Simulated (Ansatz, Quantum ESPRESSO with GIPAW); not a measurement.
# RbC2O2: working out the 87Rb quadrupolar coupling

A plane-wave PAW calculation (PBE, Ansatz) gives this electric field gradient, in 10²¹ V/m² and Cartesian axes, at one Rb site of RbC2O2 (atom 1; RbO8; site symmetry m):

```
      2.4299        0.0000        0.5294
      0.0000       -0.8323        0.0000
      0.5294        0.0000       -1.5976
```

87Rb has spin 3/2, Q = 0.1335 barn and |γ|/2π = 13.9814 MHz/T. The cell is the C2/m form of a database entry, atoms relaxed, static and at 0 K. 

**Task.** Find C_Q, η_Q and ν_Q, and the shift and width of the central transition under fast MAS at 14.1 T and 18.8 T.

1. The tensor is symmetric and traceless. Its eigenvalues, ordered by size, are V_xx = -0.8323, V_yy = -1.6660 and V_zz = 2.4983.

2. η_Q = (V_xx − V_yy)/V_zz = 0.334.

3. C_Q = eQV_zz/h. One unit of 10²¹ V/m² with one barn gives 24.18 MHz, so C_Q = 24.18 × 0.1335 × 2.4983 = 8.065 MHz. A spectrum shows its size, not its sign.

4. ν_Q = 3C_Q/[2I(2I−1)] = 4.032 MHz in size, and P_Q = |C_Q|√(1 + η²/3) = 8.213 MHz.

5. The resonances lie at ν0 = 197.14 and 262.85 MHz, so ν_Q/ν0 is 0.020 at most and second order holds. The centre of gravity moves by δ_Q = −(3/40)(P_Q/ν0)² F × 10⁶ ppm, with F = [I(I+1) − 3/4]/[I²(2I−1)²] = 0.3333: -43.4 ppm at 14.1 T and -24.4 ppm at 18.8 T.

6. Summing the second-order term over orientations gives a full width of 99.9 ppm (20 kHz) and 56.2 ppm (15 kHz). In ppm both fall as 1/B²: (14.1/18.8)² = 0.562. The spinning rate must pass the static width for this shape to show cleanly.

[Banner, clock, file and message-heading lines were taken out of the pw.x and gipaw.x logs.]

[Logs are printed without paths, hosts, clocks, repeated set-up lines and the standing remarks that a program may print on its own settings, such as how far it seeks lower states.]

[Hosts, paths, dates, database ids (printed as entryN), source tags and the programs' standing remarks are cut or masked in the printed files.]
